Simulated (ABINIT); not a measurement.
# SnI2 (Fm-3m): third-order response, part 3 of 3

Wanted: vibrational spectra of SnI2 (Fm-3m) from linear and non-linear response.

ABINIT 10.8.3; DFT LDA, scalar-relativistic, plane waves, HGH norm-conserving pseudopotentials.

So far. Step 7 (Zone-centre response): The acoustic modes at Γ come out as far as 0.1 cm⁻¹ from zero, where they should vanish, a small numerical error; the Born charges miss their sum rule by 0.30 e, too much: mesh or cutoff is short for the field response. Step 8 (Zone-centre analysis): Before neutrality was imposed the Born charges missed it by 0.30 e, so ε₀, the LO modes and the intensities above are not converged in mesh or cutoff. The relaxed cell has a = 7.627 Å (conventional setting).

The structure was built from a prototype and need not be the compound's stable phase.

### Step 9. Sum rules set otherwise (asr 0)

Without the rule the raw error of the acoustic modes shows.

The input, anaddb.abi:

```
ddb_filepath "gamma_DDB"
output_file "anaddb.abo"
outdata_prefix "anaddb"
asr 0
chneut 0
enunit 2
eivec 1
nph1l 1
qph1l 0.0 0.0 0.0 1.0
dieflag 1
nph2l 3
qph2l 
    1.0 0.0 0.0 0.0
    0.0 0.0 1.0 0.0
    1.0 1.0 1.0 0.0
nlflag 1
ramansr 1
alphon 1
prtmbm 1
```

The input, mrgddb.in:

```
gamma_DDB
merged
3
dfpt_gammao_DS2_DDB
dfpt_gammao_DS3_DDB
gso_DDB
```

Command:

```bash
> mrgddb < mrgddb.in > mrgddb.log
> OMP_NUM_THREADS=1 anaddb anaddb.abi > anaddb.log
```

anaddb.abo, the main output file:

```text
[banners, grids, parts of the stress and lines that vanish by symmetry left out]
-outvars_anaddb: echo values of input variables ----------------------

 Flags :
[...]
Dielectric Tensor and Effective Charges
[...]
Effective charge tensors after
[...]
1          1       -0.000000000       -0.000000000       -0.000000000
[...]
1          2       -0.000000000       -0.000000000       -0.000000000
[...]
1          3       -0.000000000       -0.000000000       -0.000000000
[...]
2          1        0.000000001       -0.000000000       -0.000000000
[...]
2          2       -0.000000001        0.000000000       -0.073545799
[...]
2          3        0.000000001       -0.073545798        0.000000001
[...]
3          1       -0.000000001        0.000000000        0.000000000
[...]
3          2        0.000000001       -0.000000000        0.073545799
[...]
3          3       -0.000000001        0.073545798       -0.000000001
[...]
Phonon wavevector (reduced coordinates) :  0.00000  0.00000  0.00000
 Phonon energies in Hartree :
[...]
Phonon energies in meV     :
- -9.145322E-03 -9.145211E-03 -9.144878E-03  5.276308E+00  5.276308E+00
-  5.276308E+00  1.153744E+01  1.153744E+01  1.153744E+01
 Phonon frequencies in cm-1    :
- -7.376200E-02 -7.376110E-02 -7.375842E-02  4.255630E+01  4.255630E+01
-  4.255630E+01  9.305570E+01  9.305570E+01  9.305570E+01
 Phonon frequencies in Thz     :
- -2.211329E-03 -2.211302E-03 -2.211222E-03  1.275806E+00  1.275806E+00
-  1.275806E+00  2.789740E+00  2.789740E+00  2.789740E+00
 Phonon energies in Kelvin  :
- -1.061271E-01 -1.061258E-01 -1.061219E-01  6.122902E+01  6.122902E+01
-  6.122902E+01  1.338864E+02  1.338864E+02  1.338864E+02
[...]
-  1  0.00000000E+00  0.00000000E+00  1.21351348E-03
-     0.00000000E+00  0.00000000E+00  0.00000000E+00
-  2  0.00000000E+00  0.00000000E+00  1.21351826E-03
-     0.00000000E+00  0.00000000E+00  0.00000000E+00
-  3  0.00000000E+00  0.00000000E+00  1.21351826E-03
-     0.00000000E+00  0.00000000E+00  0.00000000E+00
[...]
-  1  0.00000000E+00 -1.21351348E-03  0.00000000E+00
-     0.00000000E+00  0.00000000E+00  0.00000000E+00
-  2  0.00000000E+00 -1.21351826E-03  0.00000000E+00
-     0.00000000E+00  0.00000000E+00  0.00000000E+00
-  3  0.00000000E+00 -1.21351826E-03  0.00000000E+00
-     0.00000000E+00  0.00000000E+00  0.00000000E+00
[...]
-  1  1.21351348E-03  0.00000000E+00  0.00000000E+00
-     0.00000000E+00  0.00000000E+00  0.00000000E+00
-  2  1.21351826E-03  0.00000000E+00  0.00000000E+00
-     0.00000000E+00  0.00000000E+00  0.00000000E+00
-  3  1.21351826E-03  0.00000000E+00  0.00000000E+00
-     0.00000000E+00  0.00000000E+00  0.00000000E+00
[...]
-  1  0.00000000E+00  0.00000000E+00 -1.77441876E-03
-     0.00000000E+00  0.00000000E+00  0.00000000E+00
[...]
-     0.00000000E+00  0.00000000E+00  0.00000000E+00
[...]
-     0.00000000E+00  0.00000000E+00  0.00000000E+00
[...]
-     0.00000000E+00  0.00000000E+00  0.00000000E+00
[...]
-     0.00000000E+00  0.00000000E+00  0.00000000E+00
[...]
-     1          0.000000    -0.000000     0.175291     0.175291
-     2         -0.000000    -0.175291    -0.000000     0.175291
-     3          0.175291    -0.000000    -0.000000     0.175291
-     4         -0.000000     0.000000    -5.207324     5.207324
-     5          0.000000     5.207324    -0.000000     5.207324
-     6          5.207324    -0.000000     0.000000     5.207324
-     7         -0.000000    -0.000000     0.000000     0.000000
-     8          0.000000     0.000000    -0.000000     0.000000
-     9         -0.000000     0.000000    -0.000000     0.000000
[...]
-   1     Real    0.0000E+00  0.0000E+00  1.3575E-07  0.0000E+00  0.0000E+00  0.0000E+00  1.3575E-07
[...]
-   2     Real    0.0000E+00  1.3575E-07  0.0000E+00  0.0000E+00  0.0000E+00  0.0000E+00  1.3575E-07
[...]
-   3     Real    1.3575E-07  0.0000E+00  0.0000E+00  0.0000E+00  0.0000E+00  0.0000E+00  1.3575E-07
[...]
-   4     Real    0.0000E+00  0.0000E+00  1.2273E-04  0.0000E+00  0.0000E+00  0.0000E+00  1.2273E-04
[...]
-   5     Real    0.0000E+00  1.2273E-04  0.0000E+00  0.0000E+00  0.0000E+00  0.0000E+00  1.2273E-04
[...]
-   6     Real    1.2273E-04  0.0000E+00  0.0000E+00  0.0000E+00  0.0000E+00  0.0000E+00  1.2273E-04
[...]
-   7     Real    0.0000E+00  0.0000E+00  0.0000E+00  0.0000E+00  0.0000E+00  0.0000E+00  0.0000E+00
[...]
-   8     Real    0.0000E+00  0.0000E+00  0.0000E+00  0.0000E+00  0.0000E+00  0.0000E+00  0.0000E+00
[...]
-   9     Real    0.0000E+00  0.0000E+00  0.0000E+00  0.0000E+00  0.0000E+00  0.0000E+00  0.0000E+00
[...]
Phonon at Gamma, with non-analyticity in the
[...]
Phonon energies in Hartree :
[...]
Phonon energies in meV     :
- -9.145322E-03 -9.145211E-03  1.633856E-01  5.276308E+00  5.276308E+00
[...]
Phonon frequencies in cm-1    :
[...]
Phonon frequencies in Thz     :
[...]
Phonon energies in Kelvin  :
[...]
Phonon at Gamma, with non-analyticity in the
[...]
Phonon energies in Hartree :
[...]
Phonon energies in meV     :
- -9.145211E-03 -9.144878E-03  1.633856E-01  5.276308E+00  5.276308E+00
[...]
Phonon frequencies in cm-1    :
- -7.376110E-02 -7.375842E-02  1.317794E+00  4.255630E+01  4.255630E+01
[...]
Phonon frequencies in Thz     :
- -2.211302E-03 -2.211222E-03  3.950646E-02  1.275806E+00  1.275806E+00
[...]
Phonon energies in Kelvin  :
- -1.061258E-01 -1.061219E-01  1.896011E+00  6.122902E+01  6.122902E+01
[...]
-     0.00000000E+00  0.00000000E+00  0.00000000E+00
-  2  0.00000000E+00  1.21351826E-03  0.00000000E+00
-     0.00000000E+00  0.00000000E+00  0.00000000E+00
-  3  0.00000000E+00  1.21351826E-03  0.00000000E+00
-     0.00000000E+00  0.00000000E+00  0.00000000E+00
[...]
-  1  1.21351348E-03  0.00000000E+00  0.00000000E+00
-     0.00000000E+00  0.00000000E+00  0.00000000E+00
-  2  1.21351826E-03  0.00000000E+00  0.00000000E+00
-     0.00000000E+00  0.00000000E+00  0.00000000E+00
-  3  1.21351826E-03  0.00000000E+00  0.00000000E+00
-     0.00000000E+00  0.00000000E+00  0.00000000E+00
[...]
-  1  0.00000000E+00  1.77441876E-03  0.00000000E+00
[...]
Phonon at Gamma, with non-analyticity in the
[...]
Phonon energies in Hartree :
[...]
Phonon energies in meV     :
- -9.145271E-03 -9.145004E-03  1.633856E-01  5.276308E+00  5.276308E+00
[...]
Phonon frequencies in cm-1    :
- -7.376158E-02 -7.375943E-02  1.317794E+00  4.255630E+01  4.255630E+01
[...]
Phonon frequencies in Thz     :
- -2.211317E-03 -2.211252E-03  3.950647E-02  1.275806E+00  1.275806E+00
[...]
Phonon energies in Kelvin  :
- -1.061265E-01 -1.061234E-01  1.896011E+00  6.122902E+01  6.122902E+01
[...]
-  2  1.47016639E-03  0.00000000E+00  0.00000000E+00
[...]
-  3 -1.47016639E-03  0.00000000E+00  0.00000000E+00
[...]
-        -0.000000018      -0.000000000      -0.005916584
-         0.000000009      -0.005916584      -0.000000000
[...]
Direction                     Dielectric constant
[...]
0.00000   0.00000   1.00000     63.01212538
   1.00000   1.00000   1.00000     63.01212538
-
```

It took 1.7 s on 1 thread of Intel Xeon at 2.70GHz, shared host.

Numbers from this step:

- mean static dielectric constant: 62.96

Zone-centre frequencies as printed; negative means imaginary. Modes:

```
mode  frequency (cm⁻¹)
   1             -0.07
   2             -0.07
   3             -0.07
   4             42.56
   5             42.56
   6             42.56
   7             93.06
   8             93.06
   9             93.06
```

### Step 10. What came out

```json
{
 "space group after relaxation": "Fm-3m",
 "volume per atom": "37.0 Å³",
 "highest optical zone-centre mode (no LO-TO term)": "93.1 cm⁻¹",
 "lowest optical zone-centre mode": "42.6 cm⁻¹",
 "highest mode moved by the LO-TO term (probably not converged in the k mesh)": "118.1 cm⁻¹",
 "mean high-frequency dielectric constant (probably not converged in the k mesh)": "8.16",
 "largest Born charge in size (third of the trace) (probably not converged in the k mesh)": "4.35 e",
 "mean static dielectric constant (probably not converged in the k mesh)": "62.8",
 "imaginary optical modes at the zone centre (no q mesh in this session)": "none"
}
```

In words: The largest Raman activity of SnI2 (Fm-3m) lies at 93 cm⁻¹ and the strongest infrared line at 43 cm⁻¹ (transverse modes). At the LDA level the optical modes of SnI2 (Fm-3m) at the zone centre (no LO-TO term) run from 43 to 93 cm⁻¹. Along the directions run, the highest mode that the macroscopic field moves lies at 118 cm⁻¹. Lattice motion raises the mean dielectric constant from 8.161 to 62.84. The Born charges miss their sum rule by 0.30 e, a sign that the k mesh or the cutoff is short for the field response. The Raman intensities rest on static tensors of the transverse modes; green light lies near or above this gap, where resonance changes them. ε∞, the Born charges and what follows from them are probably not converged in the k mesh. These are harmonic frequencies at zero temperature: anharmonic shifts and linewidths and thermal expansion are left out. Spin-orbit coupling is left out, which can matter for the heavy elements here. The HGH files keep few electrons and have no core correction, which is cheap but rough for Sn. The structure is a hypothetical one, built on a prototype.

[Host names and launcher messages were left out of these logs when they were recorded.]

[Logs are printed without paths, hosts, clocks, repeated set-up lines and the standing remarks that a program may print on its own settings, such as how far it seeks lower states.]

[Hosts, paths, dates, database ids (printed as entryN), source tags and the programs' standing remarks are cut or masked in the printed files.]
